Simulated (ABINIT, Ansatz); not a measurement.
# CsVN2 (Fd-3m): one start, several treatments of the self-energy

Aim: compare treatments of exchange, screening and correlation for the gap of CsVN2 (Fd-3m).

Main program and level: ABINIT 10.8.3; PBEsol and many-body steps on it, plane waves.

**1. Starting point**

The structure is cubic, space group Fd-3m (No. 227). Conventional cell: a = 8.344 Å, b = 8.344 Å, c = 8.344 Å, α = 90.00°, β = 90.00°, γ = 90.00°. Nearest to Cs lie 12 N at 3.46 Å and 4 Cs at 3.61 Å and 4 V at 3.61 Å. V has 4 N at 1.81 Å nearest. Nearest to N lie 2 V at 1.81 Å and 6 Cs at 3.46 Å. Farther neighbours and most contacts between anions are not listed.

The cell and positions are those that the Materials Project relaxed with its own functionals (PBE, PBE+U or r2SCAN), kept fixed. Spin-orbit coupling is left out unless a step names it.

**2. Empty states on the mesh, 2×2×2 mesh, 293 bands**

This step: ABINIT 10.8.3; DFT, PBEsol, plane waves, norm-conserving pseudopotentials.

The sums over transitions need many empty states on a uniform mesh; this step solves for them.

The input, run.abi:

```
acell 3*1.0 Angstrom
rprim 
  0.000000000000 4.171935907400 4.171935907400
  4.171935907400 0.000000000000 4.171935907400
  4.171935907400 4.171935907400 0.000000000000
ntypat 3
znucl 55 23 7
natom 8
typat 1 1 2 2 3 3 3 3
xred 
  0.250000000000 0.250000000000 0.250000000000
  -0.000000000000 0.000000000000 -0.000000000000
  0.750000000000 0.750000000000 0.750000000000
  0.500000000000 0.500000000000 0.500000000000
  0.625000000000 0.625000000000 0.625000000000
  0.125000000000 0.625000000000 0.625000000000
  0.625000000000 0.125000000000 0.625000000000
  0.625000000000 0.625000000000 0.125000000000
pp_dirpath "pseudos"
pseudos "Cs.upf, V.upf, N.upf"
ecut 38
ngkpt 2 2 2
nshiftk 1
shiftk 0 0 0
kptopt 1
chksymbreak 0
iscf -2
irdden 1
istwfk *1
nband 293
nbdbuf 26
tolwfr 1e-09
nstep 60
prtvol 0
indata_prefix "in"
outdata_prefix "out"
tmpdata_prefix "tmp"
```

Started as:

```sh
$ OMP_NUM_THREADS=1 mpirun -n 4 abinit run.abi > log
```

Numbers of over 12 decimals in the logs are rounded to 6 here.

The log of the run:

```text
.Version 10.8.3 of ABINIT. v10.8.2 released Aug 2026.

 Symmetries : space group Fd -3 m (#227); Bravais cF (face-center cubic)
[... echo of the input left out ...]
== DATASET  1 ==================================================================
-   mpi_nproc: 4, omp_nthreads: 1 (-1 if OMP is not activated)
-    --> not optimal distribution: autoparal keyword recommended in input file <--

--- !DatasetInfo
iteration_state: {dtset: 1, }
dimensions: {natom: 8, nkpt: 3, mband: 293, nsppol: 1, nspinor: 1, nspden: 1, mpw: 10969, }
cutoff_energies: {ecut:  38.0, pawecutdg:  -1.0, }
[...]
2.73997    2.73997    2.74304    2.74304    2.74304    2.75257    2.75257    2.75257
   2.75308    2.75308    2.75308    2.78472    2.82001    2.84768    2.85546    2.85569
   2.85609    2.86645    2.86754    2.86923    2.87029
 prteigrs : prtvol=0 or 1, do not print more k-points.

== END DATASET(S) ==============================================================
================================================================================

 -outvars: echo values of variables after computation  --------
            nband         293
             nkpt           3
          spgroup         227
 [... the other variables as echoed above ...]

 Calculation completed.
```

Elapsed: 5.3 min, on 4 MPI ranks of Arm Neoverse N1, shared host; peak memory 0.58 GiB.

Numbers from this step:

```yaml
gap: 0.5295 eV
k_of_the_valence_top: 0.5, 0, 0
k_of_the_conduction_bottom: 0, 0, 0
least_direct_gap: 0.5491 eV
k_points_computed: 3
lowest_point_of_the_top_converged_band_above_the_valence_top: 68.3376 eV
```

On this mesh the gap is 0.530 eV.

The density comes from a self-consistent run that is not shown.

**3. Screening, 2×2×2 mesh, 128 bands, screening to 114.3 eV**

The RPA dielectric matrix is built and inverted for each q.

This step: RPA screening on PBEsol, plane waves, norm-conserving pseudopotentials.

run.abi: that of step 2 with these lines changed.

```diff
@@ -26,10 +26,11 @@
 chksymbreak 0
-iscf -2
-irdden 1
 istwfk *1
-nband 293
-nbdbuf 26
-tolwfr 1e-09
-nstep 60
-prtvol 0
+occopt 1
+irdwfk 1
+optdriver 3
+nband 128
+ecuteps 4.2
+inclvkb 2
+awtr 1
+symchi 1
 indata_prefix "in"
```

The log of the run:

```text
.Version 10.8.3 of ABINIT. v10.8.2 released Aug 2026.

 Symmetries : space group Fd -3 m (#227); Bravais cF (face-center cubic)
[... echo of the input left out ...]
== DATASET  1 ==================================================================
-   mpi_nproc: 4, omp_nthreads: 1 (-1 if OMP is not activated)

--- !DatasetInfo
iteration_state: {dtset: 1, }
dimensions: {natom: 8, nkpt: 3, mband: 128, nsppol: 1, nspinor: 1, nspden: 1, mpw: 10969, }
cutoff_energies: {ecut:  38.0, pawecutdg:  -1.0, }
electrons: {nelect:   6.40000000E+01, charge:   0.00000000E+00, occopt:   1.00000000E+00, tsmear:   1.00000000E-02, }

 SCREENING: Calculation of the susceptibility and dielectric matrices

 Based on a program developped by R.W. Godby, V. Olevano, G. Onida, and L. Reining.
 Incorporated in ABINIT by V. Olevano, G.-M. Rignanese, and M. Torrent.
.Using double precision arithmetic ; gwpc =  8

[... cell and pseudopotentials left out ...]
--------------------------------------------------------------------------------

 ==== K-mesh for the wavefunctions ====
 Number of points in the irreducible wedge :     3
[... list of points left out ...]
 Together with 48 symmetry operations and time-reversal symmetry
 yields     8 points in the full Brillouin Zone.

 ==== Q-mesh for the screening function ====
 Number of points in the irreducible wedge :     3
[... list of points left out ...]
 Together with 48 symmetry operations and time-reversal symmetry
 yields     8 points in the full Brillouin Zone.

 setmesh: FFT mesh size selected  =    48x   48x   48
          total number of points  =       110592

 vcoul_init : cutoff-mode = AUXILIARY_FUNCTION
 q-points for optical limit:   1
     1)      0.000010    0.000020    0.000030

- screening: taking advantage of time-reversal symmetry
- Maximum band index for partially occupied states nbvw = 32
- Remaining bands to be divided among processors   nbcw = 96
- Number of bands treated by each node ~24

 Number of electrons calculated from density =   64.0000; Expected =   64.0000
 average of density, n =  0.065304
 r_s =    1.5405
 omega_plasma =   24.6505 [eV]

 calculating chi0 at frequencies [eV] :
  1    0.000000E+00    0.000000E+00
  2    0.000000E+00    2.465051E+01

--------------------------------------------------------------------------------
  q-point number  1        q = ( 0.000000, 0.000000, 0.000000) [r.l.u.]
--------------------------------------------------------------------------------
[... chi0 elements left out ...]
 For q-point:  0.000010 0.000020 0.000030
  dielectric constant = 117.0985
  dielectric constant without local fields = 127.7220

  Average fulfillment of the sum rule on Im[epsilon] for q-point    1 :     49.24  [%]
[... wings left out ...]
  q-point number  2        q = ( 0.500000, 0.000000, 0.000000) [r.l.u.]
--------------------------------------------------------------------------------
[... chi0 elements left out ...]
  Average fulfillment of the sum rule on Im[epsilon] for q-point    2 :     56.71  [%]

 [... 1 further q-points ...]
```

Elapsed: 81 s, on 4 MPI ranks; peak memory 2.4 GiB; 5.4 min of CPU time.

Numbers from this step:

- ε∞ with local fields, on this mesh, along the program's q direction: 117.1
- the same without local fields: 127.7
- plasma frequency: 24.65 eV
- plane waves in the screening matrix: 411

Local fields lower ε∞ by 8 %. The value itself is an artefact of the mesh, where one narrow direct gap carries too much weight.

**4. G0W0, Godby-Needs plasmon pole**

The self-energy is evaluated for the states that the input lists, and the levels follow from it, in one-shot runs by the linearised quasiparticle equation.

This step: G0W0 on PBEsol, plane waves, norm-conserving pseudopotentials.

run.abi: that of step 3 with these lines changed.

```diff
@@ -29,8 +29,17 @@
 irdwfk 1
-optdriver 3
+optdriver 4
 nband 128
+gwcalctyp 0
+ecutsigx 38
+symsigma 1
+nkptgw 2
+kptgw 
+  0.5000000000 0.0000000000 0.0000000000
+  0.0000000000 0.0000000000 0.0000000000
+bdgw 
+  30 34
+  30 34
 ecuteps 4.2
-inclvkb 2
-awtr 1
-symchi 1
+irdscr 1
+ppmodel 1
 indata_prefix "in"
```

The log of the run:

```text
.Version 10.8.3 of ABINIT. v10.8.2 released Aug 2026.

 Symmetries : space group Fd -3 m (#227); Bravais cF (face-center cubic)
[... echo of the input left out ...]
== DATASET  1 ==================================================================
-   mpi_nproc: 4, omp_nthreads: 1 (-1 if OMP is not activated)

--- !DatasetInfo
iteration_state: {dtset: 1, }
dimensions: {natom: 8, nkpt: 3, mband: 128, nsppol: 1, nspinor: 1, nspden: 1, mpw: 10969, }
cutoff_energies: {ecut:  38.0, pawecutdg:  -1.0, }
electrons: {nelect:   6.40000000E+01, charge:   0.00000000E+00, occopt:   1.00000000E+00, tsmear:   1.00000000E-02, }

 SIGMA: Calculation of the GW corrections

 Based on a program developped by R.W. Godby, V. Olevano, G. Onida, and L. Reining.
 Incorporated in ABINIT by V. Olevano, G.-M. Rignanese, and M. Torrent.
.Using double precision arithmetic ; gwpc =  8

[... cell and pseudopotentials left out ...]
--------------------------------------------------------------------------------

 ==== K-mesh for the wavefunctions ====
 Number of points in the irreducible wedge :     3
[... list of points left out ...]
 Together with 48 symmetry operations and time-reversal symmetry
 yields     8 points in the full Brillouin Zone.

 ==== Q-mesh for screening function ====
 Number of points in the irreducible wedge :     3
[... list of points left out ...]
 Together with 48 symmetry operations and time-reversal symmetry
 yields     8 points in the full Brillouin Zone.

 vcoul_init : cutoff-mode = AUXILIARY_FUNCTION
 q-points for optical limit:   1
     1)      0.000010    0.000020    0.000030
 setmesh: FFT mesh size selected  =    64x   64x   64
          total number of points  =       262144

 Number of electrons calculated from density =   64.0000; Expected =   64.0000
 average of density, n =  0.065304
 r_s =    1.5405
 omega_plasma =   24.6505 [eV]

 === KS Band Gaps ===
  >>>> For spin  1
   Minimum direct gap =   0.5492 [eV], located at k-point      :   0.0000  0.0000  0.0000
   Fundamental gap    =   0.5296 [eV], Top of valence bands at :   0.5000  0.0000  0.0000
                                       Bottom of conduction at :   0.0000  0.0000  0.0000
 SIGMA fundamental parameters:
 PLASMON POLE MODEL  1
 number of plane-waves for SigmaX                10969
 number of plane-waves for SigmaC and W            411
 number of plane-waves for wavefunctions         10969
 number of bands                                   128
 number of independent spin polarizations            1
 number of spinorial components                      1
 number of k-points in IBZ                           3
 number of q-points in IBZ                           3
 number of symmetry operations                      48
 number of k-points in BZ                            8
 number of q-points in BZ                            8
 number of frequencies for dSigma/dE                 9
 frequency step for dSigma/dE [eV]                0.25
 number of omega for Sigma on real axis              0
 max omega for Sigma on real axis  [eV]           0.00
 zcut for avoiding poles [eV]                     0.10

 EPSILON^-1 parameters (SCR file):
 dimension of the eps^-1 matrix on file            411
 dimension of the eps^-1 matrix used               411
 number of plane-waves for wavefunctions         10969
 number of bands                                   128
 number of q-points in IBZ                           3
 number of frequencies                               2
 number of real frequencies                          1
 number of imag frequencies                          1

 matrix elements of self-energy operator (all in [eV])

 Perturbative Calculation

--- !SelfEnergy_ee
iteration_state: {dtset: 1, }
kpoint     : [   0.500,    0.000,    0.000, ]
spin       : 1
KS_gap     :    0.920
QP_gap     :    1.673
Delta_QP_KS:    0.754
data: !SigmaeeData |
     Band     E0 <VxcDFT>   SigX SigC(E0)      Z dSigC/dE  Sig(E)    E-E0       E
       30   4.047 -15.065 -17.863   3.619   0.752  -0.330 -14.448   0.617   4.664
       31   4.047 -15.065 -17.863   3.619   0.752  -0.330 -14.448   0.617   4.664
       32   5.656 -16.496 -18.840   3.479   0.748  -0.338 -15.647   0.848   6.504
       33   6.576 -20.433 -13.810  -4.485   0.749  -0.335 -18.831   1.602   8.177
       34   6.576 -20.433 -13.810  -4.485   0.749  -0.335 -18.831   1.602   8.177

--- !SelfEnergy_ee
iteration_state: {dtset: 1, }
kpoint     : [   0.000,    0.000,    0.000, ]
spin       : 1
KS_gap     :    0.549
QP_gap     :    1.362
Delta_QP_KS:    0.813
data: !SigmaeeData |
     Band     E0 <VxcDFT>   SigX SigC(E0)      Z dSigC/dE  Sig(E)    E-E0       E
       30   5.636 -16.446 -18.790   3.472   0.748  -0.337 -15.602   0.844   6.480
       31   5.636 -16.446 -18.790   3.472   0.748  -0.337 -15.602   0.844   6.480
       32   5.636 -16.446 -18.790   3.472   0.748  -0.337 -15.602   0.844   6.480
       33   6.186 -21.099 -14.214  -4.655   0.743  -0.346 -19.443   1.657   7.842
       34   6.186 -21.099 -14.214  -4.655   0.743  -0.346 -19.443   1.657   7.842

== END DATASET(S) ==============================================================
================================================================================

 -outvars: echo values of variables after computation  --------
           etotal      0.0000000000E+00
            nband         128
             nkpt           3
          spgroup         227
 [... the other variables as echoed above ...]

 Calculation completed.
```

It took 27 s on 4 MPI ranks; peak memory 1.6 GiB.

This step gave:

```yaml
g0w0_gap_on_the_points_computed: 1.338 eV
starting_gap_on_the_mesh: 0.5295 eV
k_of_the_valence_top: 0.5, 0, 0
k_of_the_conduction_bottom: 0, 0, 0
z_at_the_valence_top: 0.748
z_at_the_conduction_bottom: 0.743
least_direct_g0w0_gap_on_the_computed_points: 1.362 eV
```

The gap on the mesh goes from 0.53 eV to 1.34 eV, a correction of +0.81 eV.

**5. G0W0, Engel-Farid plasmon pole**

run.abi: that of step 4 with these lines changed.

```diff
@@ -43,3 +43,3 @@
 irdscr 1
-ppmodel 1
+ppmodel 4
 indata_prefix "in"
```

The log of the run:

```text
.Version 10.8.3 of ABINIT. v10.8.2 released Aug 2026.

 Symmetries : space group Fd -3 m (#227); Bravais cF (face-center cubic)
[... echo of the input left out ...]
== DATASET  1 ==================================================================
-   mpi_nproc: 4, omp_nthreads: 1 (-1 if OMP is not activated)

--- !DatasetInfo
iteration_state: {dtset: 1, }
dimensions: {natom: 8, nkpt: 3, mband: 128, nsppol: 1, nspinor: 1, nspden: 1, mpw: 10969, }
cutoff_energies: {ecut:  38.0, pawecutdg:  -1.0, }
electrons: {nelect:   6.40000000E+01, charge:   0.00000000E+00, occopt:   1.00000000E+00, tsmear:   1.00000000E-02, }

 SIGMA: Calculation of the GW corrections

 Based on a program developped by R.W. Godby, V. Olevano, G. Onida, and L. Reining.
 Incorporated in ABINIT by V. Olevano, G.-M. Rignanese, and M. Torrent.
.Using double precision arithmetic ; gwpc =  8

[... cell and pseudopotentials left out ...]
--------------------------------------------------------------------------------

 ==== K-mesh for the wavefunctions ====
 Number of points in the irreducible wedge :     3
[... list of points left out ...]
 Together with 48 symmetry operations and time-reversal symmetry
 yields     8 points in the full Brillouin Zone.

 ==== Q-mesh for screening function ====
 Number of points in the irreducible wedge :     3
[... list of points left out ...]
 Together with 48 symmetry operations and time-reversal symmetry
 yields     8 points in the full Brillouin Zone.

 vcoul_init : cutoff-mode = AUXILIARY_FUNCTION
 q-points for optical limit:   1
     1)      0.000010    0.000020    0.000030
 setmesh: FFT mesh size selected  =    64x   64x   64
          total number of points  =       262144

 Number of electrons calculated from density =   64.0000; Expected =   64.0000
[...]
number of omega for Sigma on real axis              0
 max omega for Sigma on real axis  [eV]           0.00
 zcut for avoiding poles [eV]                     0.10

 EPSILON^-1 parameters (SCR file):
 dimension of the eps^-1 matrix on file            411
 dimension of the eps^-1 matrix used               411
 number of plane-waves for wavefunctions         10969
 number of bands                                   128
 number of q-points in IBZ                           3
 number of frequencies                               2
 number of real frequencies                          1
 number of imag frequencies                          1

 matrix elements of self-energy operator (all in [eV])

 Perturbative Calculation

--- !SelfEnergy_ee
iteration_state: {dtset: 1, }
kpoint     : [   0.500,    0.000,    0.000, ]
spin       : 1
KS_gap     :    0.920
QP_gap     :    1.810
Delta_QP_KS:    0.890
data: !SigmaeeData |
     Band     E0 <VxcDFT>   SigX SigC(E0)      Z dSigC/dE  Sig(E)    E-E0       E
       30   4.047 -15.065 -17.863   3.521   0.776  -0.289 -14.504   0.561   4.608
       31   4.047 -15.065 -17.863   3.521   0.776  -0.289 -14.504   0.561   4.608
       32   5.656 -16.496 -18.840   3.453   0.771  -0.297 -15.642   0.854   6.510
[...]
--- !SelfEnergy_ee
iteration_state: {dtset: 1, }
kpoint     : [   0.000,    0.000,    0.000, ]
spin       : 1
KS_gap     :    0.549
QP_gap     :    1.505
Delta_QP_KS:    0.956
data: !SigmaeeData |
     Band     E0 <VxcDFT>   SigX SigC(E0)      Z dSigC/dE  Sig(E)    E-E0       E
[...]
33   6.186 -21.099 -14.214  -4.532   0.767  -0.304 -19.295   1.804   7.990
       34   6.186 -21.099 -14.214  -4.532   0.767  -0.304 -19.295   1.804   7.990

== END DATASET(S) ==============================================================
================================================================================

 -outvars: echo values of variables after computation  --------
           etotal      0.0000000000E+00
            nband         128
             nkpt           3
          spgroup         227
 [... the other variables as echoed above ...]

 Calculation completed.
```

Wall time 17 s (4 MPI ranks); peak memory 1.5 GiB.

Numbers from this step:

```
G0W0 gap on the points computed              : 1.480 eV
starting gap on the mesh                     : 0.5295 eV
k of the valence top                         : 0.5, 0, 0
k of the conduction bottom                   : 0, 0, 0
Z at the valence top                         : 0.771
Z at the conduction bottom                   : 0.767
least direct G0W0 gap on the computed points : 1.505 eV
```

Against G0W0 in ABINIT (2×2×2 mesh, 128 bands, screening to 114.3 eV, Godby-Needs plasmon pole), the gap moves by +0.142 eV.

**6. G0W0, von der Linden-Horsch plasmon pole**

run.abi: that of step 5 with these lines changed.

```diff
@@ -43,3 +43,3 @@
 irdscr 1
-ppmodel 4
+ppmodel 3
 indata_prefix "in"
```

The log of the run:

```text
.Version 10.8.3 of ABINIT. v10.8.2 released Aug 2026.

 Symmetries : space group Fd -3 m (#227); Bravais cF (face-center cubic)
[... echo of the input left out ...]
== DATASET  1 ==================================================================
-   mpi_nproc: 4, omp_nthreads: 1 (-1 if OMP is not activated)

--- !DatasetInfo
iteration_state: {dtset: 1, }
dimensions: {natom: 8, nkpt: 3, mband: 128, nsppol: 1, nspinor: 1, nspden: 1, mpw: 10969, }
cutoff_energies: {ecut:  38.0, pawecutdg:  -1.0, }
[...]
Band     E0 <VxcDFT>   SigX SigC(E0)      Z dSigC/dE  Sig(E)    E-E0       E
[...]
33   6.186 -21.099 -14.214  -4.663   0.820  -0.220 -19.278   1.821   8.006
       34   6.186 -21.099 -14.214  -4.663   0.820  -0.220 -19.278   1.821   8.006

== END DATASET(S) ==============================================================
================================================================================

 -outvars: echo values of variables after computation  --------
           etotal      0.0000000000E+00
            nband         128
             nkpt           3
          spgroup         227
 [... the other variables as echoed above ...]

 Calculation completed.
```

Run time: 16 s. Hardware: 4 MPI ranks; peak memory 1.5 GiB.

This step gave:

```yaml
g0w0_gap_on_the_points_computed: 1.498 eV
starting_gap_on_the_mesh: 0.5295 eV
k_of_the_valence_top: 0.5, 0, 0
k_of_the_conduction_bottom: 0, 0, 0
least_direct_g0w0_gap_on_the_computed_points: 1.526 eV
```

Against G0W0 in ABINIT (2×2×2 mesh, 128 bands, screening to 114.3 eV, Godby-Needs plasmon pole), the gap moves by +0.160 eV.

(Part 1 of 2 ends here.)

[Paths, hosts, dates, memory and timing lines, banners, echoed tables and standing remarks are left out of the program output.]

[Logs are printed without paths, hosts, clocks, repeated set-up lines and the standing remarks that a program may print on its own settings, such as how far it seeks lower states.]

[Runs of the session that timed out or met a known fault of the program may be left out.]

[Hosts, paths, dates, database ids (printed as entryN), source tags and the programs' standing remarks are cut or masked in the printed files.]

[G0W0 gaps are taken among the corrected bands and points alone; a level outside them can change the order at an edge.]

[Where Ansatz stands beside ABINIT at settings called matched, ABINIT's density can come from a denser mesh and the files from another edition; pairs whose starting gaps differed by over 0.03 eV were left out, so agreement reads better than it is.]
